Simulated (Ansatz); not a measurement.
**Cs on Ni(111): change of the work function**

How does Cs on the fcc site change the work function of Ni(111) as the layer fills?

Main program and level: Ansatz 0.2.0; plane-wave DFT, PBE, Ansatz PAW.

## 1. The structure

The cell holds 4 atoms: 4 Ni. Its edges and angles: a = 2.489 Å, b = 2.489 Å, c = 24.097 Å, α = 90.0°, β = 90.0°, γ = 60.0°. Vacuum lies along c.

## 2. The clean slab

The bare slab comes first, as the zero from which every change is counted. The two lowest layers are held at bulk places and the upper ones relax. The dipole correction removes the false field that a one-sided slab makes across the periodic vacuum, so each face gets a flat vacuum level of its own.

File input.yaml:

```yaml
crystal:
  lattice:
    - [2.4890158698, 0.0, 0.0]
    - [1.2445079349, 2.1555509736, 0.0]
    - [0.0, 0.0, 24.0968188426]
  atoms:
    - { symbol: Ni, position: [0.0, 0.0, 0.3734932839], spin: 0.7 }
    - { symbol: Ni, position: [0.3333333333, 0.3333333333, 0.4578310946], spin: 0.7 }
    - { symbol: Ni, position: [0.6666666667, 0.6666666667, 0.5421689054], spin: 0.7 }
    - { symbol: Ni, position: [0.0, 0.0, 0.6265067161], spin: 0.7 }
magnetization:
  spin_polarized: true
kpoints:
  mp_grid: { grid: [12, 12, 1] }
hamiltonian:
  xc: pbe
scf:
  occupations: { method: fermi_dirac, width: 0.1 }
  convergence: { dr2_threshold: 1.0e-08 }
efield:
  axis: 3
  dipole_correction: true
  ramp_position: 0.97
  ramp_width: 0.06
relax:
  f_tol: 0.02
  max_steps: 60
  constraints: [{ sites: [0, 1] }]
output:
  write_potential: true
  write_density: true
  volumetric_format: npy
```

Started as:

```bash
$ ansatz run input.yaml --threads 4 --pin off --max-ram 16384MiB --backend cpu --events-out ev --progress --plain --runs-dir out
```

Numbers of over 12 decimals in the logs are rounded to 6 here.

The log of the run:

```text
Engine: ansatz 0.2.0, aarch64-unknown-linux-gnu
Pseudopotentials: kind: paw
Pseudopotential: Ni, paw, valence charge 18, recommended cutoff 420 eV (normal), Ni.paw.azcp
Functional definition: PBE
  parameter kappa = 0.804
  parameter beta = 0.066725
  exchange = pbe_x(kappa = kappa, mu = beta*pi^2/3)
  correlation = pbe_c(beta = beta)
Crystal: 4 atoms, lattice volume = 129.284 Å³
Basis set: ecut = 420 eV, 2439 PW (Γ), exchange–correlation on 36×36×324 points (8 copies of the dense FFT grid, shifted against one another)
Bands: 45, of which v1, the nominal top of the filled ones, is band 36 counted from 1 (35 counted from 0)
Symmetry: 6 space group operations
k-points: 19 of 144 (time reversal used)
Non-local potential: Ni, projectors of the file, l = 0: 3, l = 1: 2, l = 2: 3, l = 3: 1
PAW form: soft (Blöchl's): semilocal exchange-correlation on the pseudo side does not see the compensation charge
PAW one-centre angular grid: Ni, 590 points (default); XC on 64 Gauss nodes
Initial density: superposition of atomic densities (neutral atoms: chi_scale 0, normalization atom)
Starting moments: Σ|m| = 2.8 μB on 4 of 4 sites
Initial wavefunctions: pseudopotential atomic-orbital guess
Functional: x = pbe(κ = 0.804, μ = 0.219515), c = pbe(β = 0.066725)
SCF iter   1: F=—  HF=-23353.905145 eV  |F-HF|=—  |Δ(HF+E_count)|=         —  Δρ=2.86e-2 (↑1.12e-2 ↓2.86e-2)  dr2=2.62e0  dr2_m=2.76e-1  M=2.997 μB ∫|m|=3.146 μB  β_m=1.00  ethr=3.10e-3  p=0.000 e·Å  D=3.58e-13 V/Å  ΔV_dip=-0.00 eV  dr2_dipole=4.80e-7  V_vac-E_F(+/−)=7.25/7.25 eV  ⟨swp⟩=10.9  Hψ=8806  notcnv=0  defer=16
Mixer restart at iter 1: flushing history
efield: sawtooth ramp at fractional position 0.9700 (set: `efield.ramp_position`, or a place that a band, a saddle search or an elastic batch's reference lends), width 0.0600; the density the first Hamiltonian is built on has a dipole p = 0.000 e·Å; the dipole correction subtracts the counter field D = 3.58e-13 V/Å, which shifts the + side's vacuum level by -0.00 eV against the − side's; the planar-averaged density in the ramp window peaks in size at 7.6e-6 e/Å³
preconditioner: auto → LDOS  [metal: Δε(μ)=0.005 eV  Ē_g=7.174 eV  σ=0.100 eV  W_gap=0.01  n_scr=18 (ndim 8)  ℏωp=20.7 eV  f_vac=0.604  D(μ)=7.90/eV (n_scr^D=102)]
spin=Collinear: LDOS preconditioning applied to the charge; magnetization (m = ρ↑ − ρ↓) channel mixes plain (no charge-response kernel on spin).
SCF iter   2: F=—  HF=-23354.537091 eV  |F-HF|=—  |Δ(HF+E_count)|=   6.32e-1  Δρ=1.21e-2 (↑1.21e-2 ↓9.37e-3)  dr2=4.70e-1  dr2_m=6.08e-3  M=2.950 μB ∫|m|=3.239 μB  β_m=0.32  ethr=3.10e-3  p=-0.000 e·Å  D=-1.18e-5 V/Å  ΔV_dip=0.00 eV  dr2_dipole=1.68e-7  V_vac-E_F(+/−)=6.45/6.45 eV  ⟨swp⟩=2.3  Hψ=2954  notcnv=0  defer=39
density mixer auto → msr1: a metal under ldos (density of states about μ 3.85 of a free-electron gas's, 18 screened modes)
SCF iter   3: F=—  HF=-23355.900691 eV  |F-HF|=—  |Δ(HF+E_count)|=    1.36e0  Δρ=6.31e-3 (↑6.31e-3 ↓4.98e-3)  dr2=1.22e-1  dr2_m=5.55e-3  M=2.942 μB ∫|m|=3.263 μB  β_m=0.52  ethr=6.53e-4  p=-0.000 e·Å  D=-2.13e-7 V/Å  ΔV_dip=0.00 eV  dr2_dipole=6.03e-9  V_vac-E_F(+/−)=6.01/6.01 eV  ⟨swp⟩=3.0  Hψ=2841  notcnv=0  defer=40
SCF iter   4: F=—  HF=-23357.393574 eV  |F-HF|=—  |Δ(HF+E_count)|=         —  Δρ=6.98e-3 (↑4.12e-3 ↓6.98e-3)  dr2=1.03e-1  dr2_m=3.75e-3  M=2.826 μB ∫|m|=3.215 μB  β_m=0.52  ethr=1.70e-4  p=-0.000 e·Å  D=-2.46e-6 V/Å  ΔV_dip=0.00 eV  dr2_dipole=3.15e-9  V_vac-E_F(+/−)=5.44/5.44 eV  ⟨swp⟩=3.7  Hψ=3872  notcnv=0  defer=38
SCF iter   5: F=—  HF=-23357.642354 eV  |F-HF|=—  |Δ(HF+E_count)|=   2.49e-1  Δρ=4.88e-3 (↑1.50e-3 ↓4.88e-3)  dr2=3.19e-2  dr2_m=5.57e-3  M=2.736 μB ∫|m|=3.135 μB  β_m=0.76  ethr=1.43e-4  p=0.000 e·Å  D=1.02e-6 V/Å  ΔV_dip=-0.00 eV  dr2_dipole=4.32e-9  V_vac-E_F(+/−)=5.26/5.26 eV  ⟨swp⟩=2.4  Hψ=2763  notcnv=0  defer=40
SCF iter   6: F=—  HF=-23357.693928 eV  |F-HF|=—  |Δ(HF+E_count)|=   5.16e-2  Δρ=2.88e-3 (↑1.47e-3 ↓2.88e-3)  dr2=1.26e-2  dr2_m=1.52e-3  M=2.669 μB ∫|m|=3.070 μB  β_m=0.86  ethr=4.44e-5  p=-0.000 e·Å  D=-5.89e-6 V/Å  ΔV_dip=0.00 eV  dr2_dipole=2.14e-8  V_vac-E_F(+/−)=5.15/5.15 eV  ⟨swp⟩=2.2  Hψ=2708  notcnv=0  defer=40
SCF iter   7: F=—  HF=-23357.694448 eV  |F-HF|=—  |Δ(HF+E_count)|=   5.20e-4  Δρ=2.31e-3 (↑1.35e-3 ↓2.31e-3)  dr2=9.68e-3  dr2_m=5.46e-4  M=2.662 μB ∫|m|=3.065 μB  β_m=0.72  ethr=1.75e-5  p=0.000 e·Å  D=1.37e-5 V/Å  ΔV_dip=-0.00 eV  dr2_dipole=5.06e-8  V_vac-E_F(+/−)=5.06/5.06 eV  ⟨swp⟩=2.7  Hψ=3609  notcnv=0  defer=46
SCF iter   8: F=—  HF=-23357.693229 eV  |F-HF|=—  |Δ(HF+E_count)|=   1.22e-3  Δρ=4.06e-4 (↑1.85e-4 ↓4.06e-4)  dr2=3.64e-4  dr2_m=1.71e-5  M=2.660 μB ∫|m|=3.064 μB  β_m=0.68  ethr=1.34e-5  p=-0.000 e·Å  D=-3.62e-6 V/Å  ΔV_dip=0.00 eV  dr2_dipole=1.02e-8  V_vac-E_F(+/−)=5.09/5.09 eV  ⟨swp⟩=2.0  Hψ=2577  notcnv=0  defer=48
SCF iter   9: F=—  HF=-23357.693190 eV  |F-HF|=—  |Δ(HF+E_count)|=   3.90e-5  Δρ=1.79e-4 (↑7.00e-5 ↓1.79e-4)  dr2=3.02e-5  dr2_m=1.70e-5  M=2.661 μB ∫|m|=3.067 μB  β_m=0.69  ethr=5.05e-7  p=0.000 e·Å  D=3.89e-6 V/Å  ΔV_dip=-0.00 eV  dr2_dipole=1.53e-8  V_vac-E_F(+/−)=5.09/5.09 eV  ⟨swp⟩=3.2  Hψ=3585  notcnv=0  defer=48
SCF iter  10: F=—  HF=-23357.693186 eV  |F-HF|=—  |Δ(HF+E_count)|=   3.73e-6  Δρ=5.06e-5 (↑4.29e-5 ↓5.06e-5)  dr2=1.84e-6  dr2_m=2.32e-6  M=2.661 μB ∫|m|=3.067 μB  β_m=0.80  ethr=4.19e-8  p=-0.000 e·Å  D=-3.67e-6 V/Å  ΔV_dip=0.00 eV  dr2_dipole=5.53e-9  V_vac-E_F(+/−)=5.08/5.08 eV  ⟨swp⟩=2.1  Hψ=2621  notcnv=0  defer=48
SCF iter  11: F=—  HF=-23357.693187 eV  |F-HF|=—  |Δ(HF+E_count)|=   9.70e-7  Δρ=2.05e-5 (↑1.28e-5 ↓2.05e-5)  dr2=6.07e-7  dr2_m=1.91e-7  M=2.661 μB ∫|m|=3.067 μB  β_m=0.87  ethr=2.55e-9  p=0.000 e·Å  D=7.88e-6 V/Å  ΔV_dip=-0.00 eV  dr2_dipole=2.87e-8  V_vac-E_F(+/−)=5.08/5.08 eV  ⟨swp⟩=2.1  Hψ=2535  notcnv=0  defer=48
SCF iter  12: F=—  HF=-23357.693187 eV  |F-HF|=—  |Δ(HF+E_count)|=   2.51e-7  Δρ=1.80e-5 (↑1.51e-5 ↓1.80e-5)  dr2=9.33e-7  dr2_m=1.72e-8  M=2.661 μB ∫|m|=3.067 μB  β_m=0.65  ethr=8.43e-10  p=-0.000 e·Å  D=-1.24e-5 V/Å  ΔV_dip=0.00 eV  dr2_dipole=7.47e-8  V_vac-E_F(+/−)=5.08/5.08 eV  ⟨swp⟩=2.5  Hψ=3401  notcnv=0  defer=48
SCF iter  13: F=—  HF=-23357.693187 eV  |F-HF|=—  |Δ(HF+E_count)|=   2.13e-7  Δρ=3.08e-6 (↑2.15e-6 ↓3.08e-6)  dr2=3.91e-8  dr2_m=2.54e-9  M=2.661 μB ∫|m|=3.067 μB  β_m=0.82  ethr=8.43e-10  p=-0.000 e·Å  D=-2.09e-6 V/Å  ΔV_dip=0.00 eV  dr2_dipole=9.96e-9  V_vac-E_F(+/−)=5.08/5.08 eV  ⟨swp⟩=2.1  Hψ=2507  notcnv=0  defer=48
[...]
density mixer auto → msr1: a metal under ldos (density of states about μ 3.54 of a free-electron gas's, 18 screened modes)
SCF iter   3: F=—  HF=-23357.695252 eV  |F-HF|=—  |Δ(HF+E_count)|=   3.47e-6  Δρ=3.61e-4 (↑3.61e-4 ↓2.26e-4)  dr2=1.98e-4  dr2_m=3.76e-5  M=2.664 μB ∫|m|=3.069 μB  β_m=0.44  ethr=1.15e-6  p=0.001 e·Å  D=1.05e-3 V/Å  ΔV_dip=-0.03 eV  dr2_dipole=3.96e-5  V_vac-E_F(+/−)=5.05/5.08 eV  ⟨swp⟩=1.8  Hψ=2163  notcnv=0  defer=48
SCF iter   4: F=—  HF=-23357.695307 eV  |F-HF|=—  |Δ(HF+E_count)|=   5.46e-5  Δρ=1.71e-4 (↑1.71e-4 ↓1.57e-4)  dr2=3.30e-5  dr2_m=2.06e-5  M=2.663 μB ∫|m|=3.067 μB  β_m=0.46  ethr=2.74e-7  p=0.001 e·Å  D=8.26e-4 V/Å  ΔV_dip=-0.02 eV  dr2_dipole=2.43e-8  V_vac-E_F(+/−)=5.06/5.08 eV  ⟨swp⟩=1.5  Hψ=1921  notcnv=0  defer=48
SCF iter   5: F=—  HF=-23357.695322 eV  |F-HF|=—  |Δ(HF+E_count)|=   1.50e-5  Δρ=7.39e-5 (↑5.22e-5 ↓7.39e-5)  dr2=5.11e-6  dr2_m=4.02e-6  M=2.662 μB ∫|m|=3.067 μB  β_m=0.61  ethr=4.58e-8  p=0.000 e·Å  D=6.00e-4 V/Å  ΔV_dip=-0.01 eV  dr2_dipole=8.35e-7  V_vac-E_F(+/−)=5.07/5.08 eV  ⟨swp⟩=2.1  Hψ=2952  notcnv=0  defer=48
SCF iter   6: F=—  HF=-23357.695328 eV  |F-HF|=—  |Δ(HF+E_count)|=   6.07e-6  Δρ=4.54e-5 (↑4.33e-5 ↓4.54e-5)  dr2=5.56e-6  dr2_m=7.72e-7  M=2.661 μB ∫|m|=3.066 μB  β_m=0.57  ethr=7.10e-9  p=0.000 e·Å  D=4.49e-4 V/Å  ΔV_dip=-0.01 eV  dr2_dipole=1.56e-7  V_vac-E_F(+/−)=5.07/5.08 eV  ⟨swp⟩=3.1  Hψ=3518  notcnv=0  defer=48
SCF iter   7: F=—  HF=-23357.695328 eV  |F-HF|=—  |Δ(HF+E_count)|=   4.70e-7  Δρ=2.52e-5 (↑2.52e-5 ↓1.49e-5)  dr2=2.59e-6  dr2_m=2.45e-7  M=2.661 μB ∫|m|=3.065 μB  β_m=0.52  ethr=7.10e-9  p=0.000 e·Å  D=3.65e-4 V/Å  ΔV_dip=-0.01 eV  dr2_dipole=9.20e-7  V_vac-E_F(+/−)=5.07/5.08 eV  ⟨swp⟩=2.1  Hψ=2796  notcnv=0  defer=48
SCF iter   8: F=—  HF=-23357.695328 eV  |F-HF|=—  |Δ(HF+E_count)|=   1.08e-7  Δρ=1.02e-5 (↑9.82e-6 ↓1.02e-5)  dr2=4.18e-8  dr2_m=1.01e-7  M=2.661 μB ∫|m|=3.065 μB  β_m=0.69  ethr=3.59e-9  p=0.000 e·Å  D=3.80e-4 V/Å  ΔV_dip=-0.01 eV  dr2_dipole=2.27e-9  V_vac-E_F(+/−)=5.07/5.08 eV  ⟨swp⟩=2.4  Hψ=2355  notcnv=0  defer=48
SCF iter   9: F=—  HF=-23357.695329 eV  |F-HF|=—  |Δ(HF+E_count)|=   1.88e-7  Δρ=4.90e-6 (↑4.07e-6 ↓4.90e-6)  dr2=1.37e-7  dr2_m=1.16e-8  M=2.660 μB ∫|m|=3.065 μB  β_m=0.62  ethr=5.81e-11  p=0.000 e·Å  D=3.76e-4 V/Å  ΔV_dip=-0.01 eV  dr2_dipole=2.33e-9  V_vac-E_F(+/−)=5.07/5.08 eV  ⟨swp⟩=3.1  Hψ=3695  notcnv=0  defer=48
SCF iter  10: F=—  HF=-23357.695329 eV  |F-HF|=—  |Δ(HF+E_count)|=   1.76e-9  Δρ=2.50e-6 (↑2.50e-6 ↓2.27e-6)  dr2=2.53e-8  dr2_m=3.14e-9  M=2.660 μB ∫|m|=3.065 μB  β_m=0.56  ethr=5.81e-11  p=0.000 e·Å  D=3.70e-4 V/Å  ΔV_dip=-0.01 eV  dr2_dipole=7.75e-9  V_vac-E_F(+/−)=5.07/5.08 eV  ⟨swp⟩=2.3  Hψ=3262  notcnv=0  defer=48
SCF iter  11: F=—  HF=-23357.695329 eV  |F-HF|=—  |Δ(HF+E_count)|=   3.96e-9  Δρ=1.37e-6 (↑1.37e-6 ↓1.25e-6)  dr2=3.07e-9  dr2_m=1.07e-9  M=2.660 μB ∫|m|=3.065 μB  β_m=0.56  ethr=3.52e-11  p=0.000 e·Å  D=3.74e-4 V/Å  ΔV_dip=-0.01 eV  dr2_dipole=4.12e-10  V_vac-E_F(+/−)=5.07/5.08 eV  ⟨swp⟩=2.0  Hψ=2494  notcnv=0  defer=48
SCF iter  12: F=—  HF=-23357.695329 eV  |F-HF|=—  |Δ(HF+E_count)|=  3.27e-11  Δρ=9.58e-7 (↑9.58e-7 ↓4.74e-7)  dr2=1.33e-9  dr2_m=5.63e-10  M=2.660 μB ∫|m|=3.065 μB  β_m=0.78  ethr=4.27e-12  p=0.000 e·Å  D=3.75e-4 V/Å  ΔV_dip=-0.01 eV  dr2_dipole=6.93e-11  V_vac-E_F(+/−)=5.07/5.08 eV  ⟨swp⟩=2.1  Hψ=2475  notcnv=0  defer=48
SCF iter  13: F=—  HF=-23357.695329 eV  |F-HF|=—  |Δ(HF+E_count)|=   1.54e-9  Δρ=2.68e-6 (↑4.01e-7 ↓2.68e-6)  dr2=1.69e-8  dr2_m=1.71e-9  M=2.660 μB ∫|m|=3.065 μB  β_m=0.89  ethr=1.84e-12  p=0.000 e·Å  D=3.77e-4 V/Å  ΔV_dip=-0.01 eV  dr2_dipole=1.12e-11  V_vac-E_F(+/−)=5.07/5.08 eV  ⟨swp⟩=2.0  Hψ=2430  notcnv=0  defer=48
SCF iter  14: F=-23357.695329 eV  HF=-23357.695329 eV  |F-HF|=3.15e-9  |Δ(HF+E_count)|=  7.89e-10  Δρ=9.53e-7 (↑4.16e-7 ↓9.53e-7)  dr2=3.21e-9  dr2_m=1.09e-10  M=2.660 μB ∫|m|=3.065 μB  ethr=1.84e-12  p=0.000 e·Å  D=3.78e-4 V/Å  ΔV_dip=-0.01 eV  dr2_dipole=6.19e-10  V_vac-E_F(+/−)=5.07/5.08 eV  ⟨swp⟩=6.3  Hψ=10600  notcnv=0
SCF 3 converged in 14 iterations: F = -23357.695329 eV  dr2 = 3.21e-9
relax step   3: F+E_penalty+E_count = -23357.69532856 eV  Δ(F+E_penalty+E_count) = -7.170e-4 eV  max|allowed force component| = 2.492e-3 eV/Å  Δτ_max = 0.0193 Å  (14 SCF iters, accepted)
NSCF: frozen V_eff on 19 k-points
the band table was solved once a step of the walk had ended and its energy, with any forces and stress, was formed, with the checks that follow a solve (9208 applications of the Hamiltonian). They found nothing against the state; the energy, forces and stress were not computed again (output.eigenvalues in the input reference)
WARN: The output density's exchange-correlation potential varies sharply where the density is thin. Do not read a vacuum level from v_tot or v_xc, or from such a field of the output density. On a cell that repeats whose density bears no net charge and no dipole along the vacuum's axis use v_es (v_loc + v_h of the components); under efield.dipole_correction with no amplitude use v_es + v_field, which holds any externa [...]
SCF converged after 14 iterations
Magnetization: 2.6604 μB (37.3302 up, 34.6698 down)
Absolute magnetization: 3.0681 μB (∫|ρ↑−ρ↓|, with the PAW one-centre terms)
Spin contamination: 0.0397 ħ² per cell (⟨S²⟩ above its minimum at these occupations)
Per-site moments (μB) at R_I (Å): [(0.697093, 1.026719), (0.715500, 1.024444), (0.716982, 1.017614), (0.700574, 1.017614)]
Free energy (F): -23357.695329 eV
Harris-Foulkes:  -23357.695329 eV  (|F-HF|=3.15e-9)
Internal energy: -23357.459514 eV  (E = F + TS)
E sigma→0 (E₀):  -23357.577421 eV
Entropy (-TS):   -0.235815 eV (-58.954 meV/atom)
Fermi energy:    2.806611 eV
Dipole field:    D = 0.000420 V/Å  (p = 0.000300 e·Å, saw-weighted, corrected)
Work function:   Φ+ = 5.0720 eV   Φ− = 5.0821 eV
Levels:          The Fermi level and band energies are counted from a zero that moves with the ramp; work functions are not
--- Per-component energies (eV) ---
  E_band       = -2233.047890
  E_kinetic    = 1126.070206
  E_local      = -172553.846970  (includes V_loc(G=0)·N_el)
  E_nonlocal   = 2547.333296
  E_hartree    = 84594.354199
  E_xc         = -336.334423
  E_vxc        = -433.429848  (∫ρ·V_xc dr)
  E_paw        = -6522.740071  (= ΣΔE_a)
  E_vpaw       = -2107.890488  (= ΣTr[D̂ρ^β])
  E_aug_tail   = 0.002094  (compensation charges beyond the density's cutoff)
  E_efield     = 0.000000  (sawtooth field / dipole correction)
  E_vefield    = 0.000307  (∫n·V_field dr)
  E_ewald      = 67787.702154
  E_smearing   = -0.235815  (= −TS)
  E_closure    = -0.000000  (closes the sum)
  Σ components = -23357.695329   (vs F -23357.695329, Δ=0.00e0)
--- Forces (eV/Å), atoms counted from 1 ---
  atom   1  Ni    -0.00000000    -0.00000000     0.14360102
  atom   2  Ni    -0.00000000     0.00000000    -0.14452175
  atom   3  Ni     0.00000000    -0.00000000    -0.00158484
  atom   4  Ni     0.00000000     0.00000000     0.00249224
  max |Σ_I F_I| component: 1.33e-5 eV/Å
--- Band table (eV; the first three rows and the last of 38) ---
  k-point 0 ↑: bands = [... 32 lower, 1.4980, 1.6464, 1.6464, 2.0208, 2.0208, 2.1301, 2.1788, 2.1788, ... 5 higher]
  k-point 1 ↑: bands = [... 32 lower, 1.4402, 1.5080, 1.6627, 1.6938, 1.8504, 2.0182, 2.1827, 2.7997, ... 5 higher]
  k-point 2 ↑: bands = [... 32 lower, 1.2167, 1.3936, 1.5035, 1.6730, 2.0108, 2.1822, 2.1914, 3.6577, ... 5 higher]
  k-point 18 ↓: bands = [... 32 lower, 2.7441, 2.8850, 2.8850, 2.8927, 7.8453, 8.0826, 8.0958, 8.8517, ... 5 higher]
--- Relaxed structure (3 steps of the walk, 3 accepted, 0 SCFs on fresh bases) ---
  F+E_penalty+E_count = -23357.69532856 eV   max|allowed force component| = 2.492e-3 eV/Å
  atoms:
    - { symbol: Ni, position: [0.0, 0.0, 0.373493] }
    - { symbol: Ni, position: [0.333333, 0.333333, 0.4578310946] }
    - { symbol: Ni, position: [0.666667, 0.666667, 0.541888] }
    - { symbol: Ni, position: [0, 0.0, 0.625102] }
```

Wall time 34 s (4 threads of Arm Neoverse V1, shared host); peak memory 0.54 GiB; 2.1 min of CPU time.

Step by step:

```csv
step,energy less that of the first step (eV),largest force component (eV/Å)
1,0.0000,0.1468
2,-0.0014,0.0868
3,-0.0021,0.0025
```

The run keeps the 6 symmetry operations that it works with, so distortions that break them were not tested.

The atoms that moved most (Å):

```csv
atom,dx,dy,dz,length
Ni4,0.000,0.000,-0.034,0.034
Ni3,0.000,0.000,-0.007,0.007
```

Final coordinates:

```xyz
4
Lattice="2.4890 0.0000 0.0000 1.2445 2.1556 0.0000 0.0000 0.0000 24.0968" Properties=species:S:1:pos:R:3
Ni    0.0000    0.0000    9.0000
Ni    1.2445    0.7185   11.0323
Ni    2.4890    1.4370   13.0578
Ni    0.0000    0.0000   15.0630
```

This step gave:

```
energy at zero smearing   : -23357.5774 eV
total moment              : 2.660 μB
site moments              : 0.6971, 0.7155, 0.7170, 0.7006 μB
work function, upper face : 5.072 eV
dipole along the normal   : 3.00e-4 e·Å
```

Running mean over 2.032 Å of the planar mean; the ramp of the sawtooth is left out. Electron's electrostatic potential energy less the Fermi level against z:

z (Å), electron's electrostatic potential energy less the Fermi level (eV) and a bar from the least value:
```
      3.0        5.1 ##############################
      3.5        5.1 ##############################
      4.0        5.1 ##############################
      4.5        5.1 ##############################
      5.0        5.1 ##############################
      5.5        5.1 ##############################
      6.0        5.0 ##############################
      6.5        4.9 ##############################
      7.0        4.4 #############################
      7.5        2.2 #########################
      8.0       -3.2 ##############
      8.5       -8.4 ####
      9.0      -10.0 #
      9.5      -10.3 #
     10.0      -10.3 #
     10.5      -10.4 #
     11.0      -10.4 
     11.5      -10.4 
     12.0      -10.5 
     12.5      -10.5 
     13.0      -10.4 
     13.5      -10.5 
     14.0      -10.6 
     14.5      -10.5 
     15.0      -10.2 #
     15.5       -8.8 ####
     16.0       -4.0 #############
     16.5        1.7 ########################
     17.0        4.3 ############################
     17.5        4.9 ##############################
     18.0        5.0 ##############################
     18.5        5.1 ##############################
     19.0        5.1 ##############################
     19.5        5.1 ##############################
     20.0        5.1 ##############################
     20.5        5.1 ##############################
     21.0        5.1 ##############################
```

Site moment by atom:

```csv
atom,site moment (μB)
Ni1,0.697
Ni2,0.716
Ni3,0.717
Ni4,0.701
```

The relaxation took 3 steps and lowered the energy by 0.0021 eV; the largest force on the free atoms ends at 0.0025 eV/Å.

The work function of the upper face is 5.07 eV.

[end of part 1 of 3]

[Logs are printed without paths, hosts, clocks, repeated set-up lines and the standing remarks that a program may print on its own settings, such as how far it seeks lower states.]

[Hosts, paths, dates, database ids (printed as entryN), source tags and the programs' standing remarks are cut or masked in the printed files.]

[Maps of the electrostatic potential energy from Ansatz leave out the sawtooth potential of an applied field or a dipole correction, so their vacuum need not be flat; planar profiles and work functions include it.]
